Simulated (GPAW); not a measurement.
**O K ELNES/XANES of BaTiO3 (Pm-3m) from DFT**

How does the O K edge of BaTiO3 (Pm-3m) move when the bonds are compressed or stretched?

Calculated with GPAW 26.7.0; X-ray absorption from dipole matrix elements to empty bands, plane-wave PAW LDA.

This is a report of a sequence of runs, with most program output left out.

### Step 1. Starting point

It takes space group Pm-3m (No. 221, cubic). Conventional cell: a = 4.006 Å, b = 4.006 Å, c = 4.006 Å, α = 90.00°, β = 90.00°, γ = 90.00°. Nearest to Ba lie 12 O at 2.83 Å. Nearest to Ti lie 6 O at 2.00 Å. Nearest to O lie 2 Ti at 2.00 Å and 4 Ba at 2.83 Å. Farther neighbours and most contacts between anions are not listed.

Coordinates:

```cif
data_structure
_symmetry_space_group_name_H-M 'P 1'
_symmetry_Int_Tables_number 1
_cell_length_a 4.0060
_cell_length_b 4.0060
_cell_length_c 4.0060
_cell_angle_alpha 90.000
_cell_angle_beta 90.000
_cell_angle_gamma 90.000
_cell_volume 64.29
loop_
_atom_site_label
_atom_site_type_symbol
_atom_site_fract_x
_atom_site_fract_y
_atom_site_fract_z
_atom_site_occupancy
Ba1 Ba 0.50000 0.50000 0.50000 1
Ti2 Ti 0.00000 0.00000 0.00000 1
O3 O 0.00000 0.00000 0.50000 1
O4 O 0.00000 0.50000 0.00000 1
O5 O 0.50000 0.00000 0.00000 1
```

### Step 2. The field without a hole

A plain self-consistent run shows whether there is a gap, which decides the set-up of the core-hole run.

scf.py

```python
import numpy as np
from ase import Atoms
from ase.parallel import parprint, paropen
from gpaw import GPAW, PW, FermiDirac, Mixer, MixerDif, setup_paths
from gpaw.test import gen
setup_paths.insert(0, '.')
gen('O', name='nch1s', xcname='LDA', corehole=(1, 0, 0), write_xml=True)
from gpaw.mpi import world
world.barrier()

atoms = Atoms('BaTiO3',
    cell=[[4.006, 0, 0],
     [0, 4.006, 0],
     [0, 0, 4.006]],
    scaled_positions=[[0.5, 0.5, 0.5],
     [0, 0, 0],
     [0, 0, 0.5],
     [0, 0.5, 0],
     [0.5, 0, 0]],
    pbc=True)
atoms.calc = calc = GPAW(legacy_gpaw=True, mode=PW(500), xc='LDA', setups={2: 'nch1s'},
    kpts={'size': (6, 6, 6), 'gamma': True}, occupations=FermiDirac(0.05),
    charge=0, mixer=Mixer(0.1, 5, 50), maxiter=150,
    convergence={'density': 0.0001}, txt='scf.txt')
energy = atoms.get_potential_energy() + calc.get_reference_energy()
ef = calc.get_fermi_level()
out = dict(energy=energy, fermi=ef, forces=atoms.get_forces().tolist())
parprint(f'all-electron energy {energy:.4f} eV, Fermi level {ef:.4f} eV')
ev = np.array([[calc.get_eigenvalues(k, s) for k in range(len(calc.get_ibz_k_points()))] for s in range(calc.get_number_of_spins())])
out['homo'], out['lumo'], out['counts'] = ev[ev < ef].max(), ev[ev > ef].min(), sorted(set((ev < ef).sum((0, 2)).tolist()))
out['filled'] = (ev[:, 0] < ef).sum(1).tolist()
import json
with paropen('out.json', 'w') as f:
    json.dump(out, f)
```

Started as:

```
$ OMP_NUM_THREADS=1 mpirun -n 2 gpaw python scf.py
```

It took 19 s on 2 MPI ranks of Arm Neoverse V2, shared host; peak memory 0.21 GiB.

The mesh shows a gap of 1.69 eV, so the hole is first treated in a charged cell, without the excited electron.

### Step 3. Reference energy of the supercell

The photon energy needs a difference of total energies, so the cell and mesh of the coming hole run are first run without a hole.

Changes to scf.py since step 2:

```diff
@@ -10,14 +10,19 @@
 
-atoms = Atoms('BaTiO3',
-    cell=[[4.006, 0, 0],
-     [0, 4.006, 0],
-     [0, 0, 4.006]],
-    scaled_positions=[[0.5, 0.5, 0.5],
+atoms = Atoms('Ba2Ti2O6',
+    cell=[[4.006, 0, 4.006],
+     [0, 4.006, 4.006],
+     [0, -4.006, 4.006]],
+    scaled_positions=[[0.5, 0.25, 0.75],
+     [0.5, 0.75, 0.25],
      [0, 0, 0],
-     [0, 0, 0.5],
-     [0, 0.5, 0],
-     [0.5, 0, 0]],
+     [0, 0.5, 0.5],
+     [0, 0.25, 0.25],
+     [0, 0.75, 0.75],
+     [0, 0.25, 0.75],
+     [0, 0.75, 0.25],
+     [0.5, 0.75, 0.75],
+     [0.5, 0.25, 0.25]],
     pbc=True)
-atoms.calc = calc = GPAW(legacy_gpaw=True, mode=PW(500), xc='LDA', setups={2: 'nch1s'},
-    kpts={'size': (6, 6, 6), 'gamma': True}, occupations=FermiDirac(0.05),
+atoms.calc = calc = GPAW(legacy_gpaw=True, mode=PW(500), xc='LDA', setups={4: 'nch1s'},
+    kpts={'size': (5, 5, 5), 'gamma': True}, occupations=FermiDirac(0.02),
     charge=0, mixer=Mixer(0.1, 5, 50), maxiter=150,
```

Elapsed: 43 s, on 2 MPI ranks; peak memory 0.28 GiB; 86 s of CPU time.

Reference energy: -500815.697 eV with the cores included.

### Step 4. Spectrum with FCH, O atom 3

The holes are 5.7 Å apart. In GPAW the data set carries the hole's charge, so charge=0 means a charged cell and charge=-1 a neutral one. The excited electron is left out and a uniform background balances the charge. After the field has converged, empty bands are computed with the density fixed and the dipole matrix elements are summed.

The absorber has 2 Ti at 2.00 Å (linear, site symmetry 4/mmm).

xas.py

```python
import numpy as np
from ase import Atoms
from ase.parallel import parprint, paropen
from gpaw import GPAW, PW, FermiDirac, Mixer, MixerDif, setup_paths
from gpaw.test import gen
setup_paths.insert(0, '.')
gen('O', name='fch1s', xcname='LDA', corehole=(1, 0, 1), write_xml=True)
from gpaw.mpi import world
world.barrier()

atoms = Atoms('Ba2Ti2O6',
    cell=[[4.006, 0, 4.006],
     [0, 4.006, 4.006],
     [0, -4.006, 4.006]],
    scaled_positions=[[0.5, 0.25, 0.75],
     [0.5, 0.75, 0.25],
     [0, 0, 0],
     [0, 0.5, 0.5],
     [0, 0.25, 0.25],
     [0, 0.75, 0.75],
     [0, 0.25, 0.75],
     [0, 0.75, 0.25],
     [0.5, 0.75, 0.75],
     [0.5, 0.25, 0.25]],
    pbc=True)
atoms.calc = calc = GPAW(legacy_gpaw=True, mode=PW(500), xc='LDA', setups={4: 'fch1s'},
    kpts={'size': (5, 5, 5), 'gamma': True}, occupations=FermiDirac(0.02),
    charge=0, mixer=Mixer(0.1, 5, 50), maxiter=150,
    convergence={'density': 0.0001}, txt='scf.txt')
energy = atoms.get_potential_energy() + calc.get_reference_energy()
ef = calc.get_fermi_level()
out = dict(energy=energy, fermi=ef, forces=atoms.get_forces().tolist())
parprint(f'all-electron energy {energy:.4f} eV, Fermi level {ef:.4f} eV')
ev = np.array([[calc.get_eigenvalues(k, s) for k in range(len(calc.get_ibz_k_points()))] for s in range(calc.get_number_of_spins())])
out['homo'], out['lumo'], out['counts'] = ev[ev < ef].max(), ev[ev > ef].min(), sorted(set((ev < ef).sum((0, 2)).tolist()))
out['filled'] = (ev[:, 0] < ef).sum(1).tolist()

from ase.units import Ha
from gpaw.xas import dipole_matrix_elements
nb = int(calc.get_number_of_electrons() / 2) + 90
top, nb = nb, nb + 8 + nb // 12
nscf = calc.fixed_density(kpts={'size': (6, 6, 6), 'gamma': True}, nbands=nb,
    convergence={'bands': top, 'eigenstates': 1e-5}, maxiter=60, txt='nscf.txt')
cell = atoms.cell.array
ops = [cell.T @ U.T @ np.linalg.inv(cell.T) for U in nscf.wfs.kd.symmetry.op_scc]
filled = [40]  # bands filled in the ground state, by spin
E = np.arange(-6, 34, 0.1)
fwhm = np.interp(E, [4, 25], [0.9, 3.5])
Y, X, zero, highest = 0, 0, 1e9, 1e9
for spin in range(nscf.get_number_of_spins()):
    wfs = nscf.wfs
    A = dipole_matrix_elements(wfs.setups[4])
    eps = np.zeros((wfs.kd.nibzkpts, nb))
    d = np.zeros((3, A.shape[1], wfs.kd.nibzkpts, nb), complex)
    for kpt in wfs.kpt_u:
        if kpt.s == spin and 4 in kpt.P_ani:
            eps[kpt.k] = kpt.eps_n * Ha
            d[:, :, kpt.k] = (kpt.weight * wfs.nspins / 2) ** 0.5 * np.inner(A, kpt.P_ani[4])
    world.sum(eps)
    world.sum(d)
    T = np.einsum('amkn,bmkn->abkn', d, d.conj()).real
    T = sum(np.einsum('ai,ijkn,bj->abkn', R, T, R) for R in ops) / len(ops)
    empty = np.ones_like(eps, bool) & (np.arange(nb) >= filled[spin])
    zero, highest = min(zero, eps[empty].min()), min(highest, eps[:, top - 1].min())
    lines = [(eps, T, empty)] if spin == 0 else lines + [(eps, T, empty)]
for eps, T, empty in lines:
    f = np.einsum('aakn->akn', T).reshape(3, -1)
    x = eps.ravel() - zero
    w = np.interp(x, E, fwhm) / 2.35482
    g = np.exp(-0.5 * ((E[:, None] - x) / w) ** 2) / (w * (2 * np.pi) ** 0.5)
    Y = Y + (f * empty.ravel()) @ g.T
    X = X + (f * ~empty.ravel()) @ g.T
out.update(E=E.round(2).tolist(), xas=Y.tolist(), xes=X.tolist(), zero=zero, valid=highest - zero, nk=len(eps), nb=nb)
for i in range(0, len(E), 10):
    parprint(f'{E[i]:7.2f}', *(f'{v:10.3e}' for v in Y[:, i]))
import json
with paropen('out.json', 'w') as f:
    json.dump(out, f)
```

Started as:

```
$ OMP_NUM_THREADS=1 mpirun -n 2 gpaw python xas.py
```

It took 2.9 min on 2 MPI ranks; peak memory 0.48 GiB.

The O K spectrum, O atom 3, full core hole (charged cell) (energy from the lowest empty level; intensity scaled to a mean of 1 over the first 20 eV):

```
E (eV)  intensity
  -2.0       0.00
  -1.0       0.00
   0.0       0.07
   1.0       1.00
   2.0       0.80
   3.0       0.80
   4.0       0.78
   5.0       1.50
   6.0       1.45
   7.0       1.53
   8.0       0.75
   9.0       0.29
  10.0       0.47
  11.0       1.02
  12.0       1.57
  13.0       1.61
  14.0       1.34
  15.0       1.23
  16.0       1.06
  17.0       0.87
  18.0       0.81
  19.0       0.72
  20.0       0.54
  21.0       0.43
  22.0       0.42
  23.0       0.44
  24.0       0.46
  25.0       0.50
  26.0       0.56
  27.0       0.65
  28.0       0.75
  29.0       0.86
  30.0       0.97
  31.0       1.05
  32.0       1.11
```

Main maxima below 24 eV (height): 1.4 eV (1.26), 3.1 eV (0.81), 5.3 eV (1.58), 6.8 eV (1.56) and 12.5 eV (1.67). A K edge sees empty p states; the first features are O p mixed into the empty d states of the Ti neighbours, and the broad ones above probably into the cations' higher empty bands.

The hole costs E(hole) − E(ground) = 524.26 eV, and the lowest empty level of the hole cell on the spectrum's mesh lies at 8.77 eV, which puts the zero at 533.02 eV. One term is added: -8.83 eV, since the hole is spin-paired here and a spin-polarised one costs that much less in the free atom (computed apart). The photon energy is then 524.19 eV. The functional and the charged cell's background leave an error in such absolute values: in the free atom LDA prices this hole 4.1 eV below PBE (computed apart), and PBE is itself good to a few eV.

### Step 5. Reference energy of the supercell

The cell changes for the next run, so it gets a reference energy of its own.

The cell differs from the one that the last finished run ended in (a 5.665 → 5.550 Å, b 5.665 → 5.550 Å, c 5.665 → 5.550 Å).

Changes to scf.py since step 3:

```diff
@@ -11,5 +11,5 @@
 atoms = Atoms('Ba2Ti2O6',
-    cell=[[4.006, 0, 4.006],
-     [0, 4.006, 4.006],
-     [0, -4.006, 4.006]],
+    cell=[[3.92422195, 0, 3.92422195],
+     [0, 3.92422195, 3.92422195],
+     [0, -3.92422195, 3.92422195]],
     scaled_positions=[[0.5, 0.25, 0.75],
```

Started as:

```
$ OMP_NUM_THREADS=1 mpirun -n 2 gpaw python scf.py
```

Run time: 40 s. Hardware: 2 MPI ranks; peak memory 0.28 GiB; 81 s of CPU time.

Reference energy: -500815.785 eV with the cores included.

### Step 6. Spectrum with FCH, O atom 3

Shorter bonds are expected to push antibonding states and scattering resonances up, and longer ones down; the cell is scaled to test that.

Changed against the first core-hole run: volume scale from 1 to 0.94.

Changes to xas.py since step 4:

```diff
@@ -11,5 +11,5 @@
 atoms = Atoms('Ba2Ti2O6',
-    cell=[[4.006, 0, 4.006],
-     [0, 4.006, 4.006],
-     [0, -4.006, 4.006]],
+    cell=[[3.92422195, 0, 3.92422195],
+     [0, 3.92422195, 3.92422195],
+     [0, -3.92422195, 3.92422195]],
     scaled_positions=[[0.5, 0.25, 0.75],
@@ -39,3 +39,3 @@
 from gpaw.xas import dipole_matrix_elements
-nb = int(calc.get_number_of_electrons() / 2) + 90
+nb = int(calc.get_number_of_electrons() / 2) + 85
 top, nb = nb, nb + 8 + nb // 12
```

Started as:

```
$ OMP_NUM_THREADS=1 mpirun -n 2 gpaw python xas.py
```

The job ended after 2.7 min (2 MPI ranks; peak memory 0.45 GiB).

```
E (eV)  first run  this run
  -2.0       0.00      0.00
  -1.0       0.00      0.00
   0.0       0.07      0.06
   1.0       1.00      0.81
   2.0       0.80      0.96
   3.0       0.80      0.60
   4.0       0.78      0.75
   5.0       1.50      1.35
   6.0       1.45      1.73
   7.0       1.53      1.51
   8.0       0.75      0.98
   9.0       0.29      0.32
  10.0       0.47      0.31
  11.0       1.02      0.69
  12.0       1.57      1.26
  13.0       1.61      1.57
  14.0       1.34      1.44
  15.0       1.23      1.28
  16.0       1.06      1.23
  17.0       0.87      1.08
  18.0       0.81      0.89
  19.0       0.72      0.78
  20.0       0.54      0.63
  21.0       0.43      0.46
  22.0       0.42      0.39
  23.0       0.44      0.40
  24.0       0.46      0.42
  25.0       0.50      0.44
  26.0       0.56      0.48
  27.0       0.65      0.54
  28.0       0.75      0.62
  29.0       0.86      0.73
  30.0       0.97      0.84
  31.0       1.05      0.93
  32.0       1.11      1.01
```

Against the first run the r.m.s. difference is 15 %. Another feature, at 5.7 eV (1.80), becomes the highest below 16 eV; the one at 12.5 eV (1.67) is now at 13.1 eV (1.58).

The photon energy of the zero moves by +0.11 eV.

### Step 7. Supercell without a hole, the energy reference

The cell differs from the one that the last finished run ended in (a 5.550 → 5.608 Å, b 5.550 → 5.608 Å, c 5.550 → 5.608 Å).

Changes to scf.py since step 5:

```diff
@@ -11,5 +11,5 @@
 atoms = Atoms('Ba2Ti2O6',
-    cell=[[3.92422195, 0, 3.92422195],
-     [0, 3.92422195, 3.92422195],
-     [0, -3.92422195, 3.92422195]],
+    cell=[[3.96553259, 0, 3.96553259],
+     [0, 3.96553259, 3.96553259],
+     [0, -3.96553259, 3.96553259]],
     scaled_positions=[[0.5, 0.25, 0.75],
```

Started as:

```
$ OMP_NUM_THREADS=1 mpirun -n 2 gpaw python scf.py
```

It took 43 s on 2 MPI ranks; peak memory 0.27 GiB.

Reference energy: -500815.814 eV with the cores included.

### Step 8. Spectrum with FCH, O atom 3

Changed against the first core-hole run: volume scale from 1 to 0.97.

Changes to xas.py since step 6:

```diff
@@ -11,5 +11,5 @@
 atoms = Atoms('Ba2Ti2O6',
-    cell=[[3.92422195, 0, 3.92422195],
-     [0, 3.92422195, 3.92422195],
-     [0, -3.92422195, 3.92422195]],
+    cell=[[3.96553259, 0, 3.96553259],
+     [0, 3.96553259, 3.96553259],
+     [0, -3.96553259, 3.96553259]],
     scaled_positions=[[0.5, 0.25, 0.75],
@@ -39,3 +39,3 @@
 from gpaw.xas import dipole_matrix_elements
-nb = int(calc.get_number_of_electrons() / 2) + 85
+nb = int(calc.get_number_of_electrons() / 2) + 87
 top, nb = nb, nb + 8 + nb // 12
```

Started as:

```
$ OMP_NUM_THREADS=1 mpirun -n 2 gpaw python xas.py
```

Wall time 2.9 min (2 MPI ranks); peak memory 0.47 GiB.

```
E (eV)  first run  this run
  -2.0       0.00      0.00
  -1.0       0.00      0.00
   0.0       0.07      0.06
   1.0       1.00      0.91
   2.0       0.80      0.86
   3.0       0.80      0.73
   4.0       0.78      0.75
   5.0       1.50      1.47
   6.0       1.45      1.56
   7.0       1.53      1.52
   8.0       0.75      0.86
   9.0       0.29      0.29
  10.0       0.47      0.38
  11.0       1.02      0.85
  12.0       1.57      1.43
  13.0       1.61      1.62
  14.0       1.34      1.39
  15.0       1.23      1.26
  16.0       1.06      1.16
  17.0       0.87      0.96
  18.0       0.81      0.83
  19.0       0.72      0.74
  20.0       0.54      0.58
  21.0       0.43      0.44
  22.0       0.42      0.40
  23.0       0.44      0.42
  24.0       0.46      0.44
  25.0       0.50      0.47
  26.0       0.56      0.52
  27.0       0.65      0.59
  28.0       0.75      0.69
  29.0       0.86      0.80
  30.0       0.97      0.90
  31.0       1.05      0.99
  32.0       1.11      1.07
```

Against the first run the r.m.s. difference is 8 %. Another feature, at 5.5 eV (1.69), becomes the highest below 16 eV; the one at 12.5 eV (1.67) is now at 12.8 eV (1.62).

The photon energy of the zero moves by +0.06 eV.

### Step 9. Supercell without a hole, the energy reference

The cell differs from the one that the last finished run ended in (a 5.608 → 5.830 Å, b 5.608 → 5.830 Å, c 5.608 → 5.830 Å).

Changes to scf.py since step 7:

```diff
@@ -11,5 +11,5 @@
 atoms = Atoms('Ba2Ti2O6',
-    cell=[[3.96553259, 0, 3.96553259],
-     [0, 3.96553259, 3.96553259],
-     [0, -3.96553259, 3.96553259]],
+    cell=[[4.12274472, 0, 4.12274472],
+     [0, 4.12274472, 4.12274472],
+     [0, -4.12274472, 4.12274472]],
     scaled_positions=[[0.5, 0.25, 0.75],
```

Started as:

```
$ OMP_NUM_THREADS=1 mpirun -n 2 gpaw python scf.py
```

Run time: 40 s. Hardware: 2 MPI ranks; peak memory 0.28 GiB.

Reference energy: -500814.714 eV with the cores included.

(Continued in part 2 of 2.)

[Logs are printed without paths, hosts, clocks, repeated set-up lines and the standing remarks that a program may print on its own settings, such as how far it seeks lower states.]

[Hosts, paths, dates, database ids (printed as entryN), source tags and the programs' standing remarks are cut or masked in the printed files.]

[Lists of maxima count a maximum above −3 eV only where it reaches 4 % of the highest in the window and stands out from its surroundings by 2 % of it (1.5 % where it reaches 55 %); shoulders and weaker maxima are passed over, and of the rest the first, up to two pre-edge ones and the few strongest are named.]
